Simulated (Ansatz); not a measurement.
# LuSe (Fm-3m): Grüneisen parameters, part 2 of 2

Does LuSe (Fm-3m) expand much on heating, by its phonons?

Ansatz 0.2.0; DFT PBEsol, scalar-relativistic, plane waves, PAW; PAW set soft_1.

So far, highest frequency on the path or at a solved wavevector (cm⁻¹): step 2 (phonons on a q mesh) 197; step 4 (phonons at the other volume, volume ratio 0.97) 209.

**5. Relaxing at another volume, volume ratio 1.03**

The volume is scaled by 1.03 and held; symmetry leaves nothing to relax, so this is a single point. The modes can then be followed against volume.

Input file input.yaml:

```yaml
crystal:
  lattice:
    - [0.0, 2.8029163307, 2.8029163307]
    - [2.8029163307, 0.0, 2.8029163307]
    - [2.8029163307, 2.8029163307, 0.0]
  atoms:
    - { symbol: Lu, position: [0.0, 0.0, 0.0] }
    - { symbol: Se, position: [0.5, 0.5, 0.5] }
kpoints:
  mp_grid: { grid: [16, 16, 16] }
hamiltonian:
  xc: pbesol
  pseudopotentials: { kind: paw, azcp: { folder: soft_1 }, xc_functional: pbe }
scf:
  occupations: { method: methfessel_paxton, width: 0.2 }
output:
  forces: true
  stress: true
  eigenvalues: true
  write_density: true
  write_potential: true
  elf: true
  volumetric_format: npy
```

Started as:

```sh
> ansatz run input.yaml --threads 4 --pin off --max-ram 10240MiB --backend cpu --events-out ev --progress --plain --runs-dir out
```

Numbers of over 12 decimals in the logs are rounded to 6 here.

Log:

```text
[...]
Crystal: 2 atoms, lattice volume = 44.041 Å³
Basis set: ecut = 420 eV, 869 PW (Γ), exchange–correlation on 54×54×54 points (8 copies of the dense FFT grid, shifted against one another)
Bands: 25, of which v1, the nominal top of the filled ones, is band 21 counted from 1 (20 counted from 0)
Symmetry: 48 space group operations
[...]
k-points: 145 of 4096
[...]
k-point 0: bands = [... 17 lower, 12.6030, 12.6030, 12.6030, 15.3406, 15.3406, 15.3406, 15.6676, 16.2357, ... 4 higher]
  k-point 1: bands = [... 17 lower, 12.2371, 12.4540, 12.4540, 15.3869, 15.4300, 15.4300, 16.0308, 16.4386, ... 4 higher]
  k-point 2: bands = [... 17 lower, 11.4754, 12.0992, 12.0992, 15.4237, 15.6577, 15.6577, 16.9002, 16.9906, ... 4 higher]
  k-point 144: bands = [... 17 lower, 10.0332, 10.0332, 10.0642, 16.5334, 16.5334, 17.1784, 18.9946, 19.2815, ... 4 higher]
[key lines of the parts left out:]
SCF converged after 10 iterations
Free energy (F): -20039.544689 eV
Fermi energy:    15.565818 eV
P = ⅓ Tr σ = -2.5850 GPa (-25.850 kbar)
```

Wall time 2.9 s (4 threads of Intel Xeon 6975P-C (Granite Rapids), shared host); peak memory 0.51 GiB.

Numbers from this step:

* pressure: -2.585 GPa
* volume per atom: 22.02 Å³

The run ends at a pressure of -2.58 GPa.

**6. Phonons at the other volume, volume ratio 1.03**

The phonons are repeated at this volume on the same k and q meshes.

input.yaml, the sections that differ from step 5:

```yaml
output:
  eigenvalues: true
phonons:
  method: dfpt
  qmesh: [4, 4, 4]
  temperatures: { t_max: 1000, t_step: 50 }
  qpath:
    path:
      - [[0.0, 0.0, 0.0], [0.5, 0.0, 0.5], [0.625, 0.25, 0.625]]
      - [[0.375, 0.375, 0.75], [0.0, 0.0, 0.0], [0.5, 0.5, 0.5], [0.5, 0.25, 0.75], [0.5, 0.0, 0.5]]
    npoints: 10
# crystal, kpoints, hamiltonian, scf: as in step 5
```

Log:

```text
[...]
Crystal: 2 atoms, lattice volume = 44.041 Å³
Basis set: ecut = 420 eV, 869 PW (Γ), exchange–correlation on 54×54×54 points (8 copies of the dense FFT grid, shifted against one another)
Bands: 25, of which v1, the nominal top of the filled ones, is band 21 counted from 1 (20 counted from 0)
Symmetry: 48 space group operations
k-points: 145 of 4096
[...]
k-point 144: bands = [... 17 lower, 10.0332, 10.0332, 10.0642, 16.5334, 16.5334, 17.1784, 18.9946, 19.2815, ... 4 higher]
[...]
ASR residual: 3.954e-5 → 0.000e0 eV/Å²; symmetrization residual: 6.807e-6 eV/Å²
  ASR residual per site (eV/Å²): 3.95e-5 2.25e-5
  Γ frequencies (cm⁻¹): 0.00 0.00 0.00 180.78 180.78 180.78
--- Phonons (arbitrary-q DFPT): 8 irreducible q on the 4×4×4 mesh ---
[...]
interpolated dispersion: 62 rows × 6 modes
[...]
[key lines of the parts left out:]
SCF converged after 13 iterations
Free energy (F): -20039.544689 eV
Fermi energy:    15.565826 eV
```

Wall time 20 min (4 threads); peak memory 7.2 GiB; 76 min of CPU time.

This step gave:

```yaml
sum_rule_residual_before_enforcement: 3.95e-5 eV/Å²
highest_frequency_on_the_path_or_at_a_solved_wavevector: 184.6 cm⁻¹
mean_frequency: 117 cm⁻¹
debye_temperature_second_moment: 245 K
logarithmic_mean_frequency: 98.1 cm⁻¹
highest_optical_mode_at_the_zone_centre_no_lo_to_term: 180.8 cm⁻¹
lowest_optical_zone_centre_mode: 180.8 cm⁻¹
lowest_mode_on_the_q_mesh_acoustic_modes_at_gamma_apart: 27.39 cm⁻¹
zero_point_energy_per_atom: 21.76 meV
heat_capacity_at_300_k: 24.14 J/(mol atoms K)
vibrational_entropy_at_300_k: 44.15 J/(mol atoms K)
edges_of_the_widest_gap_between_branches_on_path_and_mesh: 88.9, 166.5 cm⁻¹
```

Frequencies (cm⁻¹) solved at each irreducible wavevector; negative means imaginary. Frequencies by wavevector, by row:

| q in reciprocal lattice units | star | mode 1 | mode 2 | mode 3 | mode 4 | mode 5 | mode 6 |
| --- | --- | --- | --- | --- | --- | --- | --- |
| 0 0 0 | 1 | 0 | 0 | 0 | 180.8 | 180.8 | 180.8 |
| 0 0 0.25 | 8 | 60.4 | 60.4 | 71.6 | 177.2 | 177.2 | 177.4 |
| 0 0 -0.5 | 4 | 31 | 88.9 | 88.9 | 166.5 | 166.5 | 179.3 |
| 0 0.25 0.25 | 6 | 36.5 | 36.5 | 79.5 | 172.6 | 178.7 | 178.7 |
| 0 0.25 -0.5 | 24 | 35.1 | 67.2 | 68 | 176.4 | 176.4 | 180.6 |
| 0 0.25 -0.25 | 12 | 43.7 | 66.9 | 84.4 | 168.6 | 175.8 | 175.8 |
| 0 -0.5 -0.5 | 3 | 27.4 | 43.3 | 43.3 | 180.6 | 180.6 | 184.6 |
| 0.25 -0.5 -0.25 | 6 | 41.8 | 41.8 | 69 | 169.6 | 179.6 | 179.6 |

The highest optical mode at the zone centre (no LO-TO term) is 180.8 cm⁻¹, -10.9 cm⁻¹ against the base run.

**7. Grüneisen parameters**

The Grüneisen parameter of a mode is minus the logarithmic change of its frequency with volume, −d ln ω / d ln V; weighted by heat capacity it gives the expansion.

Numbers from this step:

```yaml
bulk_modulus: 93.7 GPa
```

Phonon branches along the path, in cm⁻¹:

| point | branch 1 | branch 2 | branch 3 | branch 4 | branch 5 | branch 6 |
| --- | --- | --- | --- | --- | --- | --- |
| Γ | 0 | 0 | 0 | 192 | 192 | 192 |
| halfway | 37 | 37 | 87 | 182 | 190 | 190 |
| X | 28 | 44 | 44 | 192 | 192 | 197 |
| halfway | 22 | 53 | 54 | 191 | 191 | 196 |
| U | 15 | 67 | 69 | 187 | 188 | 193 |
| jump to K | 15 | 67 | 69 | 187 | 188 | 193 |
| halfway | 45 | 82 | 82 | 181 | 184 | 189 |
| Γ | 0 | 0 | 0 | 192 | 192 | 192 |
| halfway | 64 | 64 | 76 | 187 | 187 | 188 |
| L | 44 | 95 | 95 | 175 | 175 | 188 |
| halfway | 45 | 66 | 88 | 180 | 186 | 190 |
| W | 43 | 43 | 76 | 178 | 192 | 192 |
| halfway | 20 | 56 | 61 | 187 | 192 | 195 |
| X | 28 | 44 | 44 | 192 | 192 | 197 |

The same for volume x 0.97:

| point | branch 1 | branch 2 | branch 3 | branch 4 | branch 5 | branch 6 |
| --- | --- | --- | --- | --- | --- | --- |
| Γ | 0 | 0 | 0 | 203 | 203 | 203 |
| X | 29 | 45 | 45 | 204 | 204 | 209 |
| U | 14 | 72 | 73 | 198 | 199 | 206 |
| K | 14 | 72 | 73 | 198 | 199 | 206 |
| Γ | 0 | 0 | 0 | 203 | 203 | 203 |
| L | 55 | 101 | 101 | 184 | 184 | 197 |
| W | 43 | 43 | 83 | 188 | 204 | 204 |
| X | 29 | 45 | 45 | 204 | 204 | 209 |

The same for volume x 1.03:

| point | branch 1 | branch 2 | branch 3 | branch 4 | branch 5 | branch 6 |
| --- | --- | --- | --- | --- | --- | --- |
| Γ | 0 | 0 | 0 | 181 | 181 | 181 |
| X | 27 | 43 | 43 | 181 | 181 | 185 |
| U | 16 | 63 | 65 | 177 | 178 | 181 |
| K | 16 | 63 | 65 | 177 | 178 | 181 |
| Γ | 0 | 0 | 0 | 181 | 181 | 181 |
| L | 31 | 89 | 89 | 166 | 166 | 179 |
| W | 42 | 42 | 69 | 170 | 180 | 180 |
| X | 27 | 43 | 43 | 181 | 181 | 185 |

The first set of phonon branches as a text plot (rows in cm⁻¹):

```
    205 |
    196 |         *********                                ******
    188 |***********   *****************************************
    179 |    ***            *****             ***************
    170 |
    161 |
    153 |
    144 |
    135 |
    127 |
    118 |
    109 |
    100 |
     92 |                    ***               ********
     83 |    ***            *   **            *     *  **
     74 |   *   *          *****            ***      *   ****
     65 |                ***     ***       **         *      *
     57 |  *     *     **         **      **   *       *    ***
     48 |        ******        **   *           ********** *   **
     39 |      ** **         **  *  *    **             ****
     31 | *  **     ***     *     **     *                      *
     22 |  **          *   *        **  *                   ****
     13 | *             ***          *  *
      4 |*                            **
         Γ           X  U|K            Γ         L        W     X
```

Mode Grueneisen parameter -dln(w)/dln(V), modes matched by rank; at Γ the acoustic branches take the value of a neighbouring point of the path. The mode Grüneisen parameters at the labelled points ():

| point | branch 1 | branch 2 | branch 3 | branch 4 | branch 5 | branch 6 |
| --- | --- | --- | --- | --- | --- | --- |
| Γ | 0.34 | 0.34 | 2.37 | 1.94 | 1.94 | 1.94 |
| halfway | 0.41 | 0.41 | 2.79 | 1.71 | 2.04 | 2.04 |
| X | 0.83 | 0.60 | 0.60 | 2.05 | 2.05 | 2.10 |
| halfway | 0.39 | 1.23 | 1.35 | 2.02 | 2.01 | 2.11 |
| U | -1.55 | 2.31 | 1.86 | 1.90 | 1.91 | 2.12 |
| jump to K | -1.55 | 2.31 | 1.86 | 1.90 | 1.91 | 2.12 |
| halfway | 0.48 | 2.43 | 2.62 | 1.71 | 1.71 | 2.08 |
| Γ | 0.31 | 2.82 | 1.74 | 1.94 | 1.94 | 1.94 |
| halfway | 2.17 | 2.17 | 1.93 | 1.82 | 1.82 | 1.87 |
| L | 9.61 | 2.13 | 2.13 | 1.70 | 1.70 | 1.60 |
| halfway | 4.35 | 1.98 | 2.43 | 1.70 | 1.96 | 1.85 |
| W | 0.63 | 0.63 | 3.16 | 1.70 | 2.14 | 2.14 |
| halfway | 0.00 | 0.75 | 2.37 | 1.89 | 2.09 | 2.11 |
| X | 0.83 | 0.60 | 0.60 | 2.05 | 2.05 | 2.10 |

The mode Grüneisen parameters as a text plot (rows in , shown from -0.6 to 7.0 only):

```
   6.88 |                                           *
   6.56 |
   6.24 |
   5.92 |
   5.61 |                                            *
   5.29 |
   4.97 |
   4.65 |                                      *
   4.33 |                                             *
   4.01 |
   3.69 |                    **
   3.37 |        ***        *
   3.06 |       *          *   *              *        * ***
   2.74 |    ***                * ******               **   **
   2.42 |****             *  *****      ***  *       **
   2.10 |********************************  **********************
   1.78 | *******       **************************************
   1.46 |              **               ***     ***     *
   1.14 |              *
   0.82 |            **                                  *  *****
   0.51 |      ******* *     *******                      **    *
   0.19 |******             *       ****                    * *
  -0.13 |               *                                    *
  -0.45 |                  *
         Γ           X  U|K            Γ         L        W     X
```

(dS/dlnV)/C_V. Thermodynamic Grueneisen parameter against temperature:

| temperature (K) | thermodynamic Grueneisen parameter |
| --- | --- |
| 50 | 2.13 |
| 100 | 2.07 |
| 150 | 2.06 |
| 200 | 2.05 |
| 250 | 2.05 |
| 300 | 2.04 |
| 350 | 2.04 |
| 400 | 2.04 |
| 450 | 2.04 |
| 500 | 2.04 |
| 550 | 2.04 |
| 600 | 2.04 |
| 650 | 2.04 |
| 700 | 2.04 |
| 750 | 2.04 |
| 800 | 2.04 |
| 850 | 2.04 |
| 900 | 2.04 |
| 950 | 2.04 |
| 1000 | 2.04 |

Gamma C_V/(B V) at the static volume. The volume expansion by temperature:

| temperature (K) | volume expansion (1e-6/K) |
| --- | --- |
| 50 | 19.8 |
| 100 | 32.1 |
| 150 | 37.0 |
| 200 | 39.1 |
| 250 | 40.1 |
| 300 | 40.7 |
| 350 | 41.1 |
| 400 | 41.4 |
| 450 | 41.5 |
| 500 | 41.7 |
| 550 | 41.8 |
| 600 | 41.8 |
| 650 | 41.9 |
| 700 | 41.9 |
| 750 | 41.9 |
| 800 | 42.0 |
| 850 | 42.0 |
| 900 | 42.0 |
| 950 | 42.0 |
| 1000 | 42.1 |

**8. Outcome**

```json
{
  "bulk modulus": "93.7 GPa",
  "thermodynamic Grüneisen parameter at 300 K": "2.045",
  "volume expansion at 300 K, estimated": "40.74 × 10⁻⁶ K⁻¹"
}
```

What this shows: By this estimate the volume grows by 40.7 × 10⁻⁶ per kelvin at 300 K. The highest optical mode at Γ goes from 203 to 181 cm⁻¹ as the cell grows, a Grüneisen parameter of 1.94. Mode parameters on the path run from -1.6 to 9.6, with a median of 1.9. Modes with negative values stiffen as the cell grows and pull against the expansion. Branches are matched by rank, so values near crossings are rough. The expansion is the Grüneisen estimate at the static volume, with the static bulk modulus. With no gap, or one that is small against the smearing, the frequencies hang on the k mesh and the smearing, most of all near Kohn anomalies. The phonon runs are without spin polarisation, although the cell has an odd electron count. Spin-orbit coupling is left out, which can matter for the heavy elements here. The PAW files were made for PBE and serve the other functionals too.

[Logs are printed without paths, hosts, clocks, repeated set-up lines and the standing remarks that a program may print on its own settings, such as how far it seeks lower states.]

[Hosts, paths, dates, database ids (printed as entryN), source tags and the programs' standing remarks are cut or masked in the printed files.]
